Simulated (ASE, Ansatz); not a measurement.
# Forces and charges in the unslipped end of a generalised stacking fault on (111) (glide set) of a Ge-Sn solid solution (48 atoms), part 2 of 2

What does DFT give for the unslipped end of a generalised stacking fault on (111) (glide set) of a Ge-Sn solid solution (48 atoms) as built?

Ansatz 0.2.0; Kohn-Sham DFT, PBE, PAW (set soft_2), plane waves.

The cell: 34 Ge and 14 Sn. The host structure and its lattice constant were typed by rule, without a check against the phase diagram.

So far: The starting structure; Plane-wave single point.

**3. Local order**

These statistics describe the geometry on which the runs were made.

Density 5.56 g/cm³, 25.71 Å³ an atom.

Pair distribution functions g(r), in bins of 0.1 Å:

| r (Å) | total | Ge-Ge | Ge-Sn | Sn-Sn |
| --- | --- | --- | --- | --- |
| 2.45 | 0.00 | 0.00 | 0.00 | 0.00 |
| 2.55 | 12.30 | 11.70 | 13.30 | 10.80 |
| 2.65 | 0.25 | 0.49 | 0.00 | 0.00 |
| 2.75 | 0.00 | 0.00 | 0.00 | 0.00 |
| 2.85 | 0.00 | 0.00 | 0.00 | 0.00 |
| 2.95 | 0.00 | 0.00 | 0.00 | 0.00 |
| 3.05 | 0.00 | 0.00 | 0.00 | 0.00 |
| 3.15 | 0.00 | 0.00 | 0.00 | 0.00 |
| 3.25 | 0.00 | 0.00 | 0.00 | 0.00 |
| 3.35 | 0.00 | 0.00 | 0.00 | 0.00 |
| 3.45 | 0.00 | 0.00 | 0.00 | 0.00 |
| 3.55 | 0.00 | 0.00 | 0.00 | 0.00 |
| 3.65 | 0.00 | 0.00 | 0.00 | 0.00 |
| 3.75 | 0.00 | 0.00 | 0.00 | 0.00 |
| 3.85 | 0.00 | 0.00 | 0.00 | 0.00 |
| 3.95 | 0.00 | 0.00 | 0.00 | 0.00 |
| 4.05 | 0.00 | 0.00 | 0.00 | 0.00 |
| 4.15 | 12.70 | 12.50 | 13.80 | 9.21 |
| 4.25 | 1.33 | 1.04 | 1.61 | 1.68 |
| 4.35 | 0.00 | 0.00 | 0.00 | 0.00 |
| 4.45 | 0.00 | 0.00 | 0.00 | 0.00 |
| 4.55 | 0.00 | 0.00 | 0.00 | 0.00 |
| 4.65 | 0.00 | 0.00 | 0.00 | 0.00 |
| 4.75 | 0.00 | 0.00 | 0.00 | 0.00 |
| 4.85 | 7.96 | 7.51 | 8.85 | 6.32 |
| 4.95 | 2.27 | 2.51 | 1.86 | 2.88 |
| 5.05 | 0.03 | 0.07 | 0.00 | 0.00 |
| 5.15 | 0.00 | 0.00 | 0.00 | 0.00 |
| 5.25 | 0.00 | 0.00 | 0.00 | 0.00 |
| 5.35 | 0.00 | 0.00 | 0.00 | 0.00 |
| 5.45 | 0.00 | 0.00 | 0.00 | 0.00 |
| 5.55 | 0.00 | 0.00 | 0.00 | 0.00 |
| 5.65 | 0.00 | 0.00 | 0.00 | 0.00 |
| 5.75 | 0.00 | 0.00 | 0.00 | 0.00 |
| 5.85 | 1.90 | 1.97 | 1.73 | 2.32 |
| 5.95 | 1.62 | 1.64 | 1.58 | 1.70 |
| 6.05 | 0.00 | 0.00 | 0.00 | 0.00 |
| 6.15 | 0.00 | 0.00 | 0.00 | 0.00 |
| 6.25 | 0.00 | 0.00 | 0.00 | 0.00 |
| 6.35 | 0.32 | 0.25 | 0.35 | 0.49 |
| 6.45 | 5.28 | 5.50 | 5.09 | 4.85 |
| 6.55 | 0.34 | 0.24 | 0.34 | 0.94 |
| 6.65 | 0.00 | 0.00 | 0.00 | 0.00 |
| 6.75 | 0.00 | 0.00 | 0.00 | 0.00 |

Bonds by pair of elements; cutoffs follow the first minimum of g(r), held within bounds set by covalent radii, and pairs that aren't listed don't count as bonded:

| pair A-B | cutoff (Å) | bonds | mean length (Å) | spread (Å) | shortest (Å) | B about A | A about B |
| --- | --- | --- | --- | --- | --- | --- | --- |
| Ge-Ge | 2.98 | 47 | 2.56 | 0.018 | 2.52 | 2.77 | 2.77 |
| Ge-Sn | 3.03 | 42 | 2.56 | 0.019 | 2.52 | 1.24 | 3 |
| Sn-Sn | 2.84 | 7 | 2.55 | 0.009 | 2.54 | 1 | 1 |

How many atoms have how many bonded neighbours:

| element | mean | 4 |
| --- | --- | --- |
| Ge | 4 | 34 |
| Sn | 4 | 14 |

Bond angles, per cent of each kind in bins of 5°:

| angle (°) | Ge-Ge-Sn | Ge-Ge-Ge | Ge-Sn-Ge | Ge-Sn-Sn | Sn-Ge-Sn |
| --- | --- | --- | --- | --- | --- |
| 105–110 | 83.0 | 85.1 | 91.1 | 83.3 | 81.2 |
| 110–115 | 17.0 | 14.9 | 8.9 | 16.7 | 18.8 |

Bond angles (no mean is given where the spread exceeds 20°):

| angle | count | mean (°) | spread (°) |
| --- | --- | --- | --- |
| Ge-Ge-Sn | 94 | 109 | 1 |
| Ge-Ge-Ge | 94 | 109 | 0.8 |
| Ge-Sn-Ge | 45 | 109 | 0.8 |
| Ge-Sn-Sn | 36 | 110 | 0.7 |
| Sn-Ge-Sn | 16 | 110 | 0.7 |

Rings of the network by King's shortest-path rule, up to 12 atoms, one path for each pair of neighbours; H, halogens, alkali and alkaline-earth atoms are left out, and the last column divides by all other atoms, bonded or not:

| ring size (atoms) | rings | per network atom |
| --- | --- | --- |
| 6 | 95 | 1.98 |

First main peaks of g(r), for some of the pairs, lie near 2.56 Å (Ge-Ge), 2.56 Å (Ge-Sn) and 2.55 Å (Sn-Sn). By these cutoffs all Ge atoms have 4 and all Sn atoms have 4 bonded neighbours. The Ge-Ge-Sn angle averages 109° with a spread of 1.0°. All rings counted have 6 atoms.

The surroundings of Sn42, which bears the longest force, nearest first, numbered as they follow in the input and with coordinates relative to it.

| atom | x | y | z | distance (Å) | bonds | Löwdin charge (e) | Fx | Fy | Fz (eV/Å) |
| --- | --- | --- | --- | --- | --- | --- | --- | --- | --- |
| Sn42 | 0.00 | 0.00 | 0.00 | 0.00 | 4 | 0.16 | -0.33 | -1.57 | 1.28 |
| Ge31 | 2.07 | -1.19 | 0.85 | 2.53 | 4 | -0.05 | 1.27 | -0.79 | 0.56 |
| Sn41 | -0.02 | -0.01 | -2.54 | 2.54 | 4 | 0.25 | -0.06 | 0.23 | -1.79 |
| Sn43 | -0.02 | 2.41 | 0.86 | 2.55 | 4 | 0.26 | 0.20 | 1.51 | 0.63 |
| Ge19 | -2.11 | -1.20 | 0.88 | 2.58 | 4 | -0.05 | -0.79 | -0.65 | 0.20 |
| Ge26 | -0.01 | -2.39 | -3.38 | 4.14 | 4 | -0.06 | 0.03 | -1.42 | -0.73 |
| Ge18 | -2.09 | 3.59 | 0.00 | 4.16 | 4 | -0.06 | -1.13 | 0.83 | -0.41 |
| Ge28 | 2.07 | 1.21 | -3.40 | 4.16 | 4 | -0.13 | 0.94 | 0.62 | 0.92 |
| Ge30 | 2.07 | -3.61 | 0.00 | 4.16 | 4 | -0.05 | 0.95 | 0.66 | -0.31 |
| Ge30 | 2.07 | 3.61 | 0.00 | 4.16 | 4 | -0.05 | 0.95 | 0.66 | -0.31 |
| Ge44 | -0.02 | 2.41 | 3.40 | 4.16 | 4 | -0.20 | 0.90 | -0.45 | 0.46 |
| Ge32 | 2.05 | -1.20 | 3.42 | 4.17 | 4 | -0.06 | 1.27 | 0.70 | -0.56 |
| Ge34 | 4.17 | 0.00 | -0.02 | 4.17 | 4 | 0.02 | -0.13 | 0.11 | 0.17 |
| Ge34 | -4.17 | 0.00 | -0.02 | 4.17 | 4 | 0.02 | -0.13 | 0.11 | 0.17 |
| Ge20 | -2.11 | -1.21 | 3.40 | 4.17 | 4 | -0.13 | -1.02 | -0.54 | -0.68 |
| Ge16 | -2.11 | 1.22 | -3.40 | 4.18 | 4 | -0.06 | -0.83 | 0.56 | -0.45 |
| Ge18 | -2.09 | -3.62 | 0.00 | 4.18 | 4 | -0.06 | -1.13 | 0.83 | -0.41 |

The column of bonds counts only the pairs Ge-Ge within 2.98 Å, Ge-Sn within 3.03 Å, Sn-Sn within 2.84 Å; other neighbours, such as metal atoms beside each other in a compound, aren't counted, and periodic images can show an atom twice.

**4. Results**

* free energy per atom: -4799.1729 eV/atom
* density: 5.559 g/cm³
* pressure: 5.355 GPa
* r.m.s. force component: 0.7879 eV/Å
* wall time of the 1 DFT run: 45 s

**Reading.** 3 levels are partly filled, by over 2 % (on the run's k-points): no clear gap opens at this level. Levels of broken or missing bonds inside a gap of the host would look the same. With the cutoffs above, all Ge atoms have 4 and all Sn atoms have 4 bonded neighbours.

What to keep in mind: The geometry was built by rule, was displaced at random and isn't relaxed at this level: its force components are 0.79 eV/Å r.m.s. The pressure of 5.4 GPa belongs to a cell and atoms that aren't relaxed at this level.

[Hosts, paths, dates, database ids (printed as entryN), source tags and the programs' standing remarks are cut or masked in the printed files.]
